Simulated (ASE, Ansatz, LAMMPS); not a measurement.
**(10,10) carbon nanotube bundle (120 atoms): close-ups with forces and charges**

The cell holds 120 atoms: 120 C. Its edges and angles: a = 16.863 Å, b = 16.863 Å, c = 7.380 Å, α = 90.0°, β = 90.0°, γ = 120.0°. It derives from C (graphene). Graphene sheet (a = 2.46 Å) rolled into a (10,10) tube of diameter 13.56 Å, 3 periods, hexagonal bundle with 3.3 Å between walls; not relaxed, displaced by a Gaussian of 0.02 Å.

Method: Kohn-Sham DFT, PBE+D4, PAW (set soft_2), plane waves (Ansatz 0.2.0; cutoff 420 eV, k-mesh 1×1×2, gaussian smearing of 0.025 eV), at the geometry as built.

The whole cell was solved; only parts of it are printed.

The surroundings of C107, which bears the longest force, nearest first, numbered as they follow in the input and with coordinates relative to it.

```csv
atom,x,y,z,distance (Å),bonds,Löwdin charge (e),Fx,Fy,Fz (eV/Å)
C107,0.00,0.00,0.00,0.00,3,0.04,-1.52,1.19,4.60
C108,0.58,-0.33,-1.17,1.34,3,0.03,3.73,-1.05,-1.88
C106,-1.16,0.88,0.05,1.46,3,0.04,1.80,-2.03,-0.01
C28,0.64,-0.30,1.31,1.49,3,0.04,0.13,-0.58,-3.43
C67,0.01,0.02,-2.39,2.39,3,0.04,-0.69,0.29,-2.04
C105,-1.65,1.33,-1.18,2.42,3,0.04,-0.60,0.98,-0.52
C109,2.02,-0.74,-1.18,2.45,3,0.05,-2.53,0.10,-0.23
C25,-1.62,1.36,1.29,2.48,3,0.04,-1.00,0.72,-0.89
C29,1.99,-0.78,1.28,2.49,3,0.04,-1.02,0.69,0.06
C27,-0.01,0.01,2.49,2.49,3,0.03,0.73,-0.08,1.45
C66,-1.14,0.87,-2.42,2.81,3,0.04,0.51,-0.90,-0.37
C110,2.69,-0.86,0.04,2.83,3,0.04,0.52,-0.12,1.01
C26,-1.14,0.84,2.49,2.87,3,0.04,-0.03,-0.05,0.75
C7,-1.66,-2.86,0.06,3.31,3,0.04,1.16,-0.44,0.52
C88,-2.26,-2.52,-1.15,3.58,3,0.04,-0.84,0.19,-2.33
C8,-2.28,-2.55,1.28,3.65,3,0.04,-0.40,0.51,0.47
C104,-2.47,2.48,-1.16,3.69,3,0.05,-1.06,1.53,-1.64
C70,2.68,-0.86,-2.42,3.71,3,0.04,1.47,0.00,0.56
C86,-0.49,-3.67,0.04,3.71,3,0.04,0.22,-0.27,0.03
C68,0.67,-0.31,-3.66,3.74,3,0.04,-1.49,0.32,1.46
C24,-2.47,2.49,1.29,3.74,3,0.04,-0.30,0.89,0.04
C30,2.67,-0.86,2.50,3.76,3,0.04,0.88,-0.41,0.21
C68,0.67,-0.31,3.72,3.79,3,0.04,-1.49,0.32,1.46
C87,-1.66,-2.82,-2.42,4.07,3,0.04,0.99,-0.66,0.53
C47,-1.63,-2.83,2.51,4.12,3,0.04,-0.63,-0.24,0.21
C111,4.11,-0.86,0.09,4.20,3,0.04,1.04,0.14,-2.00
C69,1.99,-0.78,-3.63,4.21,3,0.04,-0.49,0.35,-0.94
C103,-2.80,3.16,0.04,4.22,3,0.04,0.98,-2.84,1.20
C65,-1.65,1.35,-3.67,4.24,3,0.04,0.44,-0.44,0.99
C65,-1.65,1.35,3.71,4.28,3,0.04,0.44,-0.44,0.99
C69,1.99,-0.78,3.75,4.31,3,0.04,-0.49,0.35,-0.94
C89,-3.61,-2.10,-1.19,4.34,3,0.04,-0.18,0.41,0.30
C85,0.00,-4.18,-1.23,4.36,3,0.04,0.47,-0.35,2.24
C5,0.02,-4.17,1.30,4.37,3,0.04,0.20,-0.47,-1.45
C9,-3.63,-2.10,1.29,4.39,3,0.04,1.08,0.09,-0.16
C46,-0.50,-3.68,-2.42,4.43,3,0.04,-0.49,0.39,-0.74
C6,-0.51,-3.69,2.51,4.49,3,0.04,0.26,0.21,-0.09
C90,-4.29,-1.96,0.04,4.72,3,0.04,-2.04,-0.16,0.31
C71,4.12,-0.84,-2.42,4.85,3,0.04,-0.74,-0.38,1.98
C31,4.08,-0.84,2.51,4.86,3,0.04,1.77,-0.24,0.27
C63,-2.81,3.16,-2.42,4.87,3,0.04,1.12,-2.22,0.96
C27,-0.01,0.01,-4.89,4.89,3,0.03,0.73,-0.08,1.45
C23,-2.79,3.14,2.54,4.91,3,0.04,0.15,-0.93,-2.22
C48,-2.29,-2.50,-3.64,4.97,3,0.04,-0.36,-0.01,0.46
C67,0.01,0.02,4.99,4.99,3,0.04,-0.69,0.29,-2.04
C112,4.85,-0.73,-1.17,5.04,3,0.04,-3.31,-0.85,0.58
```

The column of bonds counts only the pairs C-C within 1.85 Å; other neighbours, such as metal atoms beside each other in a compound, aren't counted, and periodic images can show an atom twice.

Local excerpt of 34 atoms (numbers count through the whole input) about C44, picked at random; x, y, z are measured from there.

```
atom      x      y      z  distance (Å)  bonds  Löwdin charge (e)     Fx     Fy  Fz (eV/Å)
 C44   0.00   0.00   0.00          0.00      3               0.04   0.28  -1.49       1.16
 C45  -0.86   1.09   0.03          1.39      3               0.04  -0.44   1.18      -0.01
 C43   0.31  -0.68  -1.21          1.42      3               0.04  -0.11   1.45      -0.20
 C83   0.29  -0.66   1.25          1.44      3               0.04   0.77  -0.79      -0.19
  C6  -1.37   1.61  -1.19          2.43      3               0.04   0.26   0.21      -0.09
 C42   0.75  -1.98  -1.21          2.44      3               0.04   0.31  -2.51       1.48
  C4   0.00  -0.04  -2.44          2.44      3               0.04  -1.06   1.48       1.37
 C46  -1.36   1.62   1.25          2.46      3               0.04  -0.49   0.39      -0.74
 C84  -0.01  -0.04   2.48          2.48      3               0.04  -0.77   0.85       0.02
 C82   0.75  -2.03   1.28          2.51      3               0.04  -0.39   1.89      -0.01
  C5  -0.84   1.13  -2.41          2.79      3               0.04   0.20  -0.47      -1.45
 C85  -0.86   1.12   2.45          2.82      3               0.04   0.47  -0.35       2.24
 C41   0.85  -2.72   0.06          2.85      3               0.04   0.18   0.71      -1.61
 C47  -2.49   2.47  -1.20          3.70      3               0.04  -0.63  -0.24       0.21
  C3   0.28  -0.67  -3.64          3.71      3               0.04   0.64  -0.04      -1.95
  C1   0.86  -2.73  -2.41          3.74      3               0.04   0.24   0.34      -1.08
 C87  -2.52   2.48   1.26          3.75      3               0.04   0.99  -0.66       0.53
 C81   0.86  -2.67   2.54          3.78      3               0.04   0.16  -3.33      -2.25
  C3   0.28  -0.67   3.74          3.81      3               0.04   0.64  -0.04      -1.95
 C80   0.86  -4.11   0.02          4.20      3               0.04  -0.30  -0.94       0.37
 C48  -3.14   2.79   0.03          4.21      3               0.04  -0.36  -0.01       0.46
 C86  -1.35   1.62  -3.66          4.23      3               0.04   0.22  -0.27       0.03
  C2   0.76  -2.00  -3.66          4.24      3               0.04  -0.24   0.08       2.51
 C86  -1.35   1.62   3.72          4.27      3               0.04   0.22  -0.27       0.03
  C2   0.76  -2.00   3.72          4.29      3               0.04  -0.24   0.08       2.51
 C69   1.13   4.52   0.04          4.66      3               0.04  -0.49   0.35      -0.94
  C8  -3.14   2.74  -2.43          4.82      3               0.04  -0.40   0.51       0.47
 C88  -3.12   2.77   2.53          4.88      3               0.04  -0.84   0.19      -2.33
 C84  -0.01  -0.04  -4.90          4.90      3               0.04  -0.77   0.85       0.02
C120   0.84  -4.13   2.50          4.91      3               0.04   0.29   1.11      -0.08
 C40   0.88  -4.17  -2.44          4.91      3               0.04  -0.29   1.71       2.36
 C19   4.34  -2.01  -1.21          4.94      3               0.04  -0.35   0.72      -0.03
  C4   0.00  -0.04   4.94          4.94      3               0.04  -1.06   1.48       1.37
 C30   1.82   4.43  -1.20          4.94      3               0.04   0.88  -0.41       0.21
```

The column of bonds counts only the pairs C-C within 1.85 Å; other neighbours, such as metal atoms beside each other in a compound, aren't counted, and periodic images can show an atom twice.

Length of the force by element:

```
element  coordination  atoms  mean length of the force (eV/Å)  spread  least  most
      C           all    120                             1.91   0.958  0.343  4.99
```

The mean of these charges, 0.041 e, is only the charge that the projection spills.

Löwdin charges by element (they lack the spilled electrons, 0.041 e an atom on average):

```csv
element,coordination,atoms,mean charge (e),spread,least,most
C,all,120,0.0406,0.003,0.0333,0.0479
```

 The Löwdin charges lack the electrons that the projection spills, 0.041 e an atom on average.

[Logs are printed without paths, hosts, clocks, repeated set-up lines and the standing remarks that a program may print on its own settings, such as how far it seeks lower states.]

[Hosts, paths, dates, database ids (printed as entryN), source tags and the programs' standing remarks are cut or masked in the printed files.]
